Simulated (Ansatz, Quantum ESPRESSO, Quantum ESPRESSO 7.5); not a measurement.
## Evanescent states of KBr, rock salt type, lattice constant set to 6.968 Å

Aim: how fast states decay in the gap of KBr, rock salt type, lattice constant set to 6.968 Å.

Calculated with Quantum ESPRESSO 7.5; plane-wave DFT, PBE, PseudoDojo norm-conserving pseudopotentials (cross-check by Ansatz 0.2.0 with PAW datasets).

This is a report of a sequence of runs, with most program output left out.

## 1. The structure

It takes space group Fm-3m (No. 225, cubic). The conventional cell has a = 6.968 Å, b = 6.968 Å, c = 6.968 Å, α = 90.00°, β = 90.00°, γ = 90.00°. Nearest to K lie 6 Br at 3.48 Å. Nearest to Br lie 6 K at 3.48 Å. Farther neighbours and most contacts between anions are not listed.

Structure file:

```cif
data_structure
_symmetry_space_group_name_H-M 'Fm-3m'
_symmetry_Int_Tables_number 225
_cell_length_a 6.9680
_cell_length_b 6.9680
_cell_length_c 6.9680
_cell_angle_alpha 90.000
_cell_angle_beta 90.000
_cell_angle_gamma 90.000
_cell_volume 338.32
loop_
_atom_site_label
_atom_site_type_symbol
_atom_site_symmetry_multiplicity
_atom_site_Wyckoff_symbol
_atom_site_fract_x
_atom_site_fract_y
_atom_site_fract_z
_atom_site_occupancy
K1 K 4 a 0.00000 0.00000 0.00000 1
Br1 Br 4 b 0.00000 0.50000 0.00000 1
```

## 2. SCF with pw.x

pwcond needs a cell whose third axis lies along the current and stands perpendicular to the other two.

Contents of scf.in:

```
&control
  prefix = 'scf'
  outdir = './out'
  pseudo_dir = './pseudo'
  calculation = 'scf'
  tprnfor = .true.
/
&system
  ibrav = 0
  nat = 4
  ntyp = 2
  ecutwfc = 66
  ecutrho = 264
  occupations = 'fixed'
  nbnd = 20
/
&electrons
  conv_thr = 1e-09
  mixing_beta = 0.6
  electron_maxstep = 120
/
ATOMIC_SPECIES
  K   39.0983  K.dojo-sr-pbe-0.4.1-standard.upf
  Br  79.9040  Br.dojo-sr-pbe-0.4.1-standard.upf
CELL_PARAMETERS angstrom
  4.92712005130786 0.00000000000000 0.00000000000000
  0.00000000000000 4.92712005130786 0.00000000000000
  0.00000000000000 0.00000000000000 6.96800000000000
ATOMIC_POSITIONS crystal
  K   0.000000000000 0.000000000000 0.000000000000
  Br  0.500000000000 0.500000000000 0.000000000000
  K   0.500000000000 0.500000000000 0.500000000000
  Br  0.000000000000 0.000000000000 0.500000000000
K_POINTS automatic
  6 6 4 0 0 0
```

Command:

```
$ OMP_NUM_THREADS=1 mpirun -n 4 pw.x -nk 4 -in scf.in > scf.out
```

Run time: 32 s. Hardware: 4 MPI ranks of Arm Neoverse V2, shared host; peak memory 0.5 GiB.

Numbers from this step:

- free energy: -2498.9280 eV
- valence top, on the run's zero: 0.1202 eV
- conduction bottom, on the run's zero: 4.157 eV
- gap by band count: 4.037 eV

The run needed 9 iterations to bring the estimated error under 1e-09 Ry.

## 3. Complex band structure

ikind = 0 solves one period of the crystal for all kz, real and complex, at each energy and k across. ewind and epsproj trim the two-dimensional plane-wave basis; nz1 sets the subslabs.

Contents of cbs.in:

```
&inputcond
  outdir = './out'
  prefixl = 'scf'
  band_file = 'cbs'
  ikind = 0
  ewind = 4.0
  epsproj = 1e-05
  nz1 = 7
  energy0 = 6.9
  denergy = -0.23
/
4
  0.00000000 0.00000000 1.00000000
  0.50000000 0.00000000 1.00000000
  0.50000000 0.50000000 1.00000000
  0.25000000 0.00000000 1.00000000
40
```

Command:

```
$ OMP_NUM_THREADS=1 mpirun -n 4 pwcond.x -in cbs.in > cbs.out
```

Wall time 3.9 min (4 MPI ranks); peak memory 0.3 GiB; 15 min of CPU time.

Numbers from this step:

```
peak of the smallest κ at the zone centre : 0.343 Å⁻¹
energy of the peak at the zone centre     : 1.84 eV
peak of the smallest κ at (1/2, 1/2)      : 0.479 Å⁻¹
peak of the smallest κ at (1/4, 0)        : 0.434 Å⁻¹
```

K across = (0, 0) in the cell's reciprocal vectors; values within 0.0025 1/Å of each other count once, columns are sorted by size at each energy, a dash where no further value was kept. Table of Im kz of the slowest decaying states by energy, zero at the highest filled level of the SCF mesh:

| energy (eV) | decay 1 (Å⁻¹) | decay 2 (Å⁻¹) | decay 3 (Å⁻¹) |
| --- | --- | --- | --- |
| -2.07 | 0.578 | 1.12 | 1.49 |
| -1.84 | 0.549 | 1.09 | 1.46 |
| -1.38 | 0.477 | 1.03 | 1.42 |
| -1.15 | 0.427 | 0.986 | 1.40 |
| -0.92 | 0.356 | 0.937 | 1.38 |
| -0.46 | 0.378 | 0.623 | 0.947 |
| -0.23 | 0.041 | 0.449 | 1.01 |
| 0.00 | 0.01 | 0.487 | 1.04 |
| 0.46 | 0.254 | 0.53 | 0.547 |
| 0.69 | 0.29 | 0.543 | 0.608 |
| 0.92 | 0.313 | 0.553 | 0.646 |
| 1.38 | 0.338 | 0.564 | 0.689 |
| 1.61 | 0.342 | 0.567 | 0.7 |
| 1.84 | 0.343 | 0.568 | 0.706 |
| 2.30 | 0.333 | 0.566 | 0.709 |
| 2.53 | 0.323 | 0.563 | 0.707 |
| 2.99 | 0.289 | 0.555 | 0.696 |
| 3.22 | 0.264 | 0.55 | 0.688 |
| 3.45 | 0.232 | 0.543 | 0.678 |
| 3.91 | 0.115 | 0.527 | 0.654 |
| 4.14 | 0.517 | 0.64 | 0.746 |
| 4.37 | 0.507 | 0.624 | 0.701 |
| 4.83 | 0.482 | 0.588 | 0.597 |
| 5.06 | 0.468 | 0.537 | 0.567 |
| 5.29 | 0.453 | 0.468 | 0.545 |
| 5.75 | 0.276 | 0.417 | 0.494 |
| 5.98 | 0.052 | 0.396 | 0.465 |
| 6.21 | 0.372 | 0.432 | 0.533 |
| 6.67 | 0.083 | 0.304 | 0.354 |
| 6.90 | 0.228 | 0.305 | 0.435 |

K across = (0, 0) in the cell's reciprocal vectors. Table of Re kz of states that move upwards by energy, zero at the highest filled level of the SCF mesh:

| energy (eV) | channel 1 (Å⁻¹) | channel 2 (Å⁻¹) |
| --- | --- | --- |
| -2.07 | - | - |
| -1.84 | - | - |
| -1.61 | - | - |
| -1.38 | - | - |
| -1.15 | - | - |
| -0.92 | - | - |
| -0.69 | - | - |
| -0.46 | -0.395 | - |
| -0.23 | -0.237 | - |
| 0.00 | -0.00856 | -0.00856 |
| 0.46 | - | - |
| 0.69 | - | - |
| 0.92 | - | - |
| 1.15 | - | - |
| 1.38 | - | - |
| 1.61 | - | - |
| 1.84 | - | - |
| 2.07 | - | - |
| 2.30 | - | - |
| 2.53 | - | - |
| 2.76 | - | - |
| 2.99 | - | - |
| 3.22 | - | - |
| 3.45 | - | - |
| 3.68 | - | - |
| 3.91 | - | - |
| 4.14 | 0.107 | - |
| 4.37 | 0.198 | - |
| 4.83 | 0.326 | - |
| 5.06 | 0.383 | - |
| 5.29 | 0.437 | - |
| 5.52 | -0.410 | - |
| 5.75 | -0.355 | - |
| 5.98 | -0.297 | - |
| 6.21 | -0.234 | 0.271 |
| 6.44 | -0.154 | 0.391 |
| 6.67 | -0.415 | - |
| 6.90 | -0.329 | - |

K across = (1/2, 0) in the cell's reciprocal vectors; values within 0.0025 1/Å of each other count once, columns are sorted by size at each energy, a dash where no further value was kept. Im kz of the slowest decaying states against energy, zero at the highest filled level of the SCF mesh:

| energy (eV) | decay 1 (Å⁻¹) | decay 2 (Å⁻¹) | decay 3 (Å⁻¹) |
| --- | --- | --- | --- |
| -2.07 | 0.543 | 1.10 | 1.10 |
| -1.84 | 0.505 | 1.07 | 1.69 |
| -1.38 | 0.399 | 1.00 | 1.01 |
| -1.15 | 0.311 | 0.958 | 0.974 |
| -0.92 | 0.114 | 0.905 | 0.932 |
| -0.46 | 0.182 | 0.726 | 0.819 |
| -0.23 | 0.257 | 0.26 | 0.717 |
| 0.00 | 0.565 | 0.686 | 1.52 |
| 0.46 | 0.65 | 0.821 | 1.47 |
| 0.69 | 0.598 | 0.744 | 0.849 |
| 0.92 | 0.583 | 0.789 | 0.867 |
| 1.38 | 0.576 | 0.832 | 0.886 |
| 1.61 | 0.574 | 0.844 | 0.89 |
| 1.84 | 0.573 | 0.852 | 0.891 |
| 2.30 | 0.568 | 0.86 | 0.888 |
| 2.53 | 0.564 | 0.861 | 0.884 |
| 2.99 | 0.555 | 0.863 | 0.871 |
| 3.22 | 0.55 | 0.863 | 1.11 |
| 3.45 | 0.543 | 0.854 | 0.867 |
| 3.91 | 0.528 | 0.832 | 0.924 |
| 4.14 | 0.519 | 0.82 | 0.899 |
| 4.37 | 0.509 | 0.807 | 0.872 |
| 4.83 | 0.487 | 0.777 | 0.813 |
| 5.06 | 0.475 | 0.76 | 0.779 |
| 5.29 | 0.462 | 0.741 | 1.36 |
| 5.75 | 0.434 | 0.644 | 0.703 |
| 5.98 | 0.422 | 0.571 | 0.682 |
| 6.21 | 0.18 | 0.417 | 0.639 |
| 6.67 | 0.254 | 0.421 | 0.606 |
| 6.90 | 0.22 | 0.409 | 0.576 |

K across = (1/2, 1/2) in the cell's reciprocal vectors; values within 0.0025 1/Å of each other count once, columns are sorted by size at each energy, a dash where no further value was kept. The Im kz of the slowest decaying states by energy, zero at the highest filled level of the SCF mesh:

| energy (eV) | decay 1 (Å⁻¹) | decay 2 (Å⁻¹) | decay 3 (Å⁻¹) |
| --- | --- | --- | --- |
| -2.07 | 0.595 | 1.09 | 1.75 |
| -1.61 | 0.54 | 1.01 | 1.71 |
| -1.15 | 0.463 | 0.664 | 1.17 |
| -0.69 | 0.202 | 0.333 | 1.20 |
| -0.46 | 0.181 | 1.21 | 1.62 |
| 0.00 | 0.279 | 0.338 | 1.22 |
| 0.46 | 0.393 | 0.494 | 1.23 |
| 0.92 | 0.441 | 0.556 | 1.23 |
| 1.38 | 0.465 | 0.583 | 1.22 |
| 1.84 | 0.476 | 0.591 | 1.21 |
| 2.30 | 0.479 | 0.586 | 1.20 |
| 2.53 | 0.478 | 0.579 | 1.20 |
| 2.99 | 0.471 | 0.56 | 1.18 |
| 3.45 | 0.458 | 0.532 | 1.17 |
| 3.91 | 0.44 | 0.495 | 1.15 |
| 4.37 | 0.416 | 0.449 | 1.13 |
| 4.83 | 0.384 | 0.389 | 1.07 |
| 5.29 | 0.31 | 0.343 | 1.01 |
| 5.52 | 0.257 | 0.318 | 0.974 |
| 5.98 | 0.035 | 0.253 | 0.904 |
| 6.44 | 0.14 | 0.827 | 1.03 |
| 6.90 | 0.742 | 1.01 | 1.05 |

K across = (1/4, 0) in the cell's reciprocal vectors; values within 0.0025 1/Å of each other count once, columns are sorted by size at each energy, a dash where no further value was kept. Table of Im kz of the slowest decaying states by energy, zero at the highest filled level of the SCF mesh:

| energy (eV) | decay 1 (Å⁻¹) | decay 2 (Å⁻¹) | decay 3 (Å⁻¹) |
| --- | --- | --- | --- |
| -2.07 | 0.562 | 1.11 | 1.57 |
| -1.61 | 0.491 | 1.05 | 1.05 |
| -1.15 | 0.379 | 0.972 | 0.983 |
| -0.69 | 0.856 | 0.889 | 1.44 |
| -0.46 | 0.757 | 0.83 | 1.42 |
| 0.00 | 0.279 | 0.344 | 0.596 |
| 0.46 | 0.382 | 0.568 | 0.573 |
| 0.92 | 0.414 | 0.578 | 0.664 |
| 1.38 | 0.43 | 0.582 | 0.704 |
| 1.84 | 0.434 | 0.582 | 0.719 |
| 2.30 | 0.428 | 0.578 | 0.72 |
| 2.53 | 0.422 | 0.575 | 0.717 |
| 2.99 | 0.403 | 0.565 | 0.704 |
| 3.45 | 0.371 | 0.552 | 0.683 |
| 3.91 | 0.323 | 0.536 | 0.656 |
| 4.37 | 0.244 | 0.516 | 0.621 |
| 4.83 | 0.007 | 0.492 | 0.58 |
| 5.29 | 0.464 | 0.532 | 0.601 |
| 5.52 | 0.448 | 0.505 | 0.578 |
| 5.98 | 0.411 | 0.446 | 0.497 |
| 6.44 | 0.231 | 0.366 | 0.372 |
| 6.90 | 0.068 | 0.264 | 0.31 |

## 4. Complex band structure, with nz1 = 3

A sensitivity test on the input.

cbs.w.in, as its differences from the input of step 3:

```diff
@@ -3,3 +3,3 @@
   prefixl = 'scf'
-  band_file = 'cbs'
+  band_file = 'cbs.w'
   ikind = 0
@@ -7,3 +7,3 @@
   epsproj = 1e-05
-  nz1 = 7
+  nz1 = 3
   energy0 = 6.9
```

Command:

```
$ OMP_NUM_THREADS=1 mpirun -n 4 pwcond.x -in cbs.w.in > cbs.w.out
```

It took 3.4 min on 4 MPI ranks; peak memory 0.29 GiB; 13 min of CPU time.

The changed values were drawn from a wide range, not chosen for quality; the comparison shows what they did here together.

Beside the run it was changed from:

| quantity | this run | unchanged run | difference |
| --- | --- | --- | --- |
| peak of the smallest κ at the zone centre (Å⁻¹) | 0.343 | 0.343 | 0 |
| peak of the smallest κ at (1/2, 1/2) (Å⁻¹) | 0.479 | 0.479 | 0 |
| wall time (s) | 202 | 232 |  |

The physical values in this table stay within 0.05 %.

## 5. Cross-check with Ansatz

A second code with its own PAW datasets, on the same atoms.

Level of this step: plane-wave DFT, PBE, Ansatz PAW (Ansatz 0.2.0).

Contents of input.yaml:

```yaml
crystal:
  lattice:
    - [4.9271200513, 0.0, 0.0]
    - [0.0, 4.9271200513, 0.0]
    - [0.0, 0.0, 6.968]
  atoms:
    - { symbol: K, position: [0.0, 0.0, 0.0] }
    - { symbol: Br, position: [0.5, 0.5, 0.0] }
    - { symbol: K, position: [0.5, 0.5, 0.5] }
    - { symbol: Br, position: [0.0, 0.0, 0.5] }
kpoints:
  mp_grid: { grid: [6, 6, 4] }
hamiltonian:
  xc: pbe
scf:
  occupations: { method: fixed }
  convergence: { dr2_threshold: 1.0e-09 }
output:
  transmission:
    leads: [[0, 0]]
    kpoints: [[0, 0], [0.5, 0], [0.5, 0.5], [0.25, 0]]
    e_range: [-2.07, 6.9]
    de: 0.23
```

Command:

```
$ ansatz run input.yaml --threads 4 --pin off --max-ram 8192MiB --backend cpu --events-out ev --progress --plain --runs-dir out
```

Wall time 35 s (4 threads); peak memory 0.76 GiB; 1.8 min of CPU time.

Numbers from this step:

```
free energy                                      : -8648.9325 eV
gap by band count                                : 4.036 eV
symmetry operations                              : 32
slowest decay at the grid energy nearest mid-gap : 0.3396 Å⁻¹
peak of the smallest κ at the zone centre        : 0.3427 Å⁻¹
peak of the smallest κ at (1/2, 1/2)             : 0.4789 Å⁻¹
peak of the smallest κ at (1/4, 0)               : 0.4335 Å⁻¹
valence top, on the run's zero                   : 0.08002 eV
```

K across = (0, 0) in the cell's reciprocal vectors; values within 0.0025 1/Å of each other count once, columns are sorted by size at each energy, a dash where no further value was kept. Im kz of the slowest decaying states against energy, zero at the highest filled level of the SCF mesh:

| energy (eV) | decay 1 (Å⁻¹) | decay 2 (Å⁻¹) | decay 3 (Å⁻¹) |
| --- | --- | --- | --- |
| -2.07 | 0.578 | 1.12 | 1.48 |
| -1.84 | 0.549 | 1.10 | 1.46 |
| -1.38 | 0.476 | 1.03 | 1.42 |
| -1.15 | 0.426 | 0.986 | 1.40 |
| -0.92 | 0.355 | 0.937 | 1.38 |
| -0.46 | 0.378 | 0.623 | 0.947 |
| -0.23 | 0.0340 | 0.448 | 1.01 |
| 0.00 | 0.00155 | 0.00983 | 0.487 |
| 0.46 | 0.254 | 0.530 | 0.547 |
| 0.69 | 0.290 | 0.543 | 0.608 |
| 0.92 | 0.313 | 0.552 | 0.646 |
| 1.38 | 0.338 | 0.564 | 0.688 |
| 1.61 | 0.342 | 0.566 | 0.699 |
| 1.84 | 0.343 | 0.567 | 0.706 |
| 2.30 | 0.333 | 0.566 | 0.709 |
| 2.53 | 0.322 | 0.563 | 0.706 |
| 2.99 | 0.289 | 0.555 | 0.696 |
| 3.22 | 0.264 | 0.549 | 0.687 |
| 3.45 | 0.231 | 0.543 | 0.678 |
| 3.91 | 0.115 | 0.526 | 0.654 |
| 4.14 | 0.517 | 0.639 | 0.746 |
| 4.37 | 0.506 | 0.624 | 0.700 |
| 4.83 | 0.482 | 0.588 | 0.596 |
| 5.06 | 0.468 | 0.536 | 0.567 |
| 5.29 | 0.453 | 0.467 | 0.545 |
| 5.75 | 0.274 | 0.417 | 0.493 |
| 5.98 | 0.0390 | 0.396 | 0.464 |
| 6.21 | 0.372 | 0.432 | 0.532 |
| 6.67 | 0.0848 | 0.303 | 0.353 |
| 6.90 | 0.228 | 0.304 | 0.435 |

K across = (0, 0) in the cell's reciprocal vectors. Re kz of states that move upwards against energy, zero at the highest filled level of the SCF mesh:

| energy (eV) | channel 1 (Å⁻¹) | channel 2 (Å⁻¹) |
| --- | --- | --- |
| -2.07 | - | - |
| -1.84 | - | - |
| -1.61 | - | - |
| -1.38 | - | - |
| -1.15 | - | - |
| -0.92 | - | - |
| -0.69 | - | - |
| -0.46 | -0.395 | - |
| -0.23 | -0.237 | - |
| 0.00 | - | - |
| 0.46 | - | - |
| 0.69 | - | - |
| 0.92 | - | - |
| 1.15 | - | - |
| 1.38 | - | - |
| 1.61 | - | - |
| 1.84 | - | - |
| 2.07 | - | - |
| 2.30 | - | - |
| 2.53 | - | - |
| 2.76 | - | - |
| 2.99 | - | - |
| 3.22 | - | - |
| 3.45 | - | - |
| 3.68 | - | - |
| 3.91 | - | - |
| 4.14 | 0.107 | - |
| 4.37 | 0.199 | - |
| 4.83 | 0.327 | - |
| 5.06 | 0.383 | - |
| 5.29 | 0.438 | - |
| 5.52 | -0.410 | - |
| 5.75 | -0.355 | - |
| 5.98 | -0.297 | - |
| 6.21 | -0.233 | 0.273 |
| 6.44 | -0.153 | 0.393 |
| 6.67 | -0.413 | - |
| 6.90 | -0.327 | - |

K across = (1/2, 0) in the cell's reciprocal vectors; values within 0.0025 1/Å of each other count once, columns are sorted by size at each energy, a dash where no further value was kept. The Im kz of the slowest decaying states by energy, zero at the highest filled level of the SCF mesh:

| energy (eV) | decay 1 (Å⁻¹) | decay 2 (Å⁻¹) | decay 3 (Å⁻¹) |
| --- | --- | --- | --- |
| -2.07 | 0.543 | 1.10 | 1.10 |
| -1.84 | 0.505 | 1.07 | - |
| -1.61 | 0.459 | 1.04 | - |
| -1.38 | 0.399 | 1.00 | 1.01 |
| -1.15 | 0.310 | 0.957 | 0.973 |
| -0.92 | 0.112 | 0.904 | 0.932 |
| -0.69 | 0.835 | 0.882 | - |
| -0.46 | 0.183 | 0.725 | 0.818 |
| -0.23 | 0.251 | 0.716 | - |
| 0.00 | 0.565 | 0.687 | - |
| 0.46 | 0.650 | 0.821 | 1.47 |
| 0.69 | 0.598 | 0.744 | 0.849 |
| 0.92 | 0.583 | 0.789 | 0.867 |
| 1.15 | 0.578 | 0.815 | 0.878 |
| 1.38 | 0.576 | 0.832 | 0.886 |
| 1.61 | 0.574 | 0.843 | 0.890 |
| 1.84 | 0.573 | 0.851 | 0.891 |
| 2.07 | 0.570 | 0.856 | 0.890 |
| 2.30 | 0.568 | 0.859 | 0.888 |
| 2.53 | 0.564 | 0.861 | 0.883 |
| 2.76 | 0.560 | 0.862 | 0.878 |
| 2.99 | 0.555 | 0.862 | 0.871 |
| 3.22 | 0.550 | 0.863 | 1.11 |
| 3.45 | 0.543 | 0.854 | 0.866 |
| 3.68 | 0.536 | 0.843 | 0.874 |
| 3.91 | 0.528 | 0.832 | 0.923 |
| 4.14 | 0.519 | 0.820 | 0.898 |
| 4.37 | 0.509 | 0.806 | 0.872 |
| 4.83 | 0.487 | 0.776 | 0.812 |
| 5.06 | 0.475 | 0.760 | 0.778 |
| 5.29 | 0.462 | 0.740 | 1.36 |
| 5.52 | 0.448 | 0.696 | 0.723 |
| 5.75 | 0.434 | 0.643 | 0.703 |
| 5.98 | 0.423 | 0.570 | 0.681 |
| 6.21 | 0.173 | 0.418 | 0.639 |
| 6.44 | 0.233 | 0.422 | 0.633 |
| 6.67 | 0.253 | 0.421 | 0.605 |
| 6.90 | 0.218 | 0.410 | 0.576 |

K across = (1/2, 1/2) in the cell's reciprocal vectors; values within 0.0025 1/Å of each other count once, columns are sorted by size at each energy, a dash where no further value was kept. Im kz of the slowest decaying states against energy, zero at the highest filled level of the SCF mesh:

| energy (eV) | decay 1 (Å⁻¹) | decay 2 (Å⁻¹) | decay 3 (Å⁻¹) |
| --- | --- | --- | --- |
| -2.07 | 0.595 | 1.09 | - |
| -1.61 | 0.539 | 1.01 | - |
| -1.15 | 0.463 | 0.663 | 1.17 |
| -0.69 | 0.200 | 0.333 | 1.20 |
| -0.46 | 0.181 | 1.21 | - |
| 0.00 | 0.279 | 0.339 | 1.22 |
| 0.46 | 0.393 | 0.494 | 1.23 |
| 0.92 | 0.441 | 0.556 | 1.23 |
| 1.38 | 0.465 | 0.583 | 1.22 |
| 1.84 | 0.476 | 0.590 | 1.21 |
| 2.30 | 0.479 | 0.585 | 1.20 |
| 2.53 | 0.478 | 0.579 | 1.20 |
| 2.99 | 0.470 | 0.559 | 1.18 |
| 3.45 | 0.458 | 0.532 | 1.17 |
| 3.91 | 0.440 | 0.495 | 1.15 |
| 4.37 | 0.415 | 0.448 | 1.13 |
| 4.83 | 0.384 | 0.389 | 1.07 |
| 5.29 | 0.309 | 0.343 | 1.01 |
| 5.52 | 0.256 | 0.318 | 0.974 |
| 5.98 | 0.0263 | 0.253 | 0.903 |
| 6.44 | 0.140 | 0.827 | 1.03 |
| 6.90 | 0.742 | 1.01 | 1.05 |

K across = (1/4, 0) in the cell's reciprocal vectors; values within 0.0025 1/Å of each other count once, columns are sorted by size at each energy, a dash where no further value was kept. The Im kz of the slowest decaying states by energy, zero at the highest filled level of the SCF mesh:

| energy (eV) | decay 1 (Å⁻¹) | decay 2 (Å⁻¹) | decay 3 (Å⁻¹) |
| --- | --- | --- | --- |
| -2.07 | 0.561 | 1.11 | - |
| -1.61 | 0.490 | 1.05 | 1.05 |
| -1.15 | 0.379 | 0.972 | 0.983 |
| -0.69 | 0.855 | 0.889 | 1.44 |
| -0.46 | 0.757 | 0.829 | 1.42 |
| 0.00 | 0.279 | 0.344 | 0.596 |
| 0.46 | 0.381 | 0.568 | 0.573 |
| 0.92 | 0.413 | 0.578 | 0.663 |
| 1.38 | 0.429 | 0.581 | 0.703 |
| 1.84 | 0.434 | 0.581 | 0.719 |
| 2.30 | 0.428 | 0.578 | 0.720 |
| 2.53 | 0.422 | 0.574 | 0.717 |
| 2.99 | 0.402 | 0.565 | 0.703 |
| 3.45 | 0.371 | 0.552 | 0.683 |
| 3.91 | 0.323 | 0.536 | 0.655 |
| 4.37 | 0.244 | 0.516 | 0.621 |
| 4.83 | 0.492 | 0.580 | 0.641 |
| 5.29 | 0.464 | 0.532 | 0.600 |
| 5.52 | 0.447 | 0.505 | 0.577 |
| 5.98 | 0.410 | 0.445 | 0.495 |
| 6.44 | 0.228 | 0.366 | 0.371 |
| 6.90 | 0.0665 | 0.263 | 0.309 |

## 6. Worked from the printed numbers

T falls as exp(−2κd). With κ = 0.341 1/Å, 10 Å of barrier pass exp(−2 × 0.341 × 10) = 0.0011 of that channel, interfaces aside.

## 7. Results

```json
{
 "gap on the SCF mesh": "4.04 eV",
 "smallest κ at mid-gap among the four k points, at the zone centre": "0.341 Å⁻¹",
 "peak of the smallest κ in the stop band at the zone centre": "0.343 Å⁻¹",
 "peak of the smallest κ in the stop band at (1/2, 1/2)": "0.479 Å⁻¹",
 "peak of the smallest κ in the stop band at (1/4, 0)": "0.434 Å⁻¹",
 "energy of the peak at the zone centre, over the highest filled level": "1.84 eV",
 "peak at the zone centre by Ansatz": "0.343 Å⁻¹"
}
```

In words: With a gap of 4.04 eV on the mesh, the smallest κ at mid-gap among the four k points, at the zone centre is 0.341 Å⁻¹ (PBE, PseudoDojo norm-conserving). For a barrier with the Fermi level at mid-gap the slowest state found, at the zone centre, loses a factor of ten in probability every 3.4 Å or so. Stop bands away from the zone centre are mostly wider than the gap, so their peaks can lie above the conduction bottom. At the zone centre pwcond's peak is 0.343 and Ansatz's 0.343 1/Å, 0 % apart. The cell is the a/√2 one, turned by 45°, with two primitive cells, so X along [001] folds onto kz = 0. A semilocal gap is too small, often by a third to a half and by more in narrow-gap crystals, so real barriers decay faster. Spin-orbit coupling is left out; depending on the atoms that carry the levels of interest, it can split and shift them by tens to hundreds of meV.

[Logs are printed without paths, hosts, clocks, repeated set-up lines and the standing remarks that a program may print on its own settings, such as how far it seeks lower states.]

[Hosts, paths, dates, database ids (printed as entryN), source tags and the programs' standing remarks are cut or masked in the printed files.]

[Maps of the electrostatic potential energy from Ansatz leave out the sawtooth potential of an applied field or a dipole correction, so their vacuum need not be flat; planar profiles and work functions include it.]
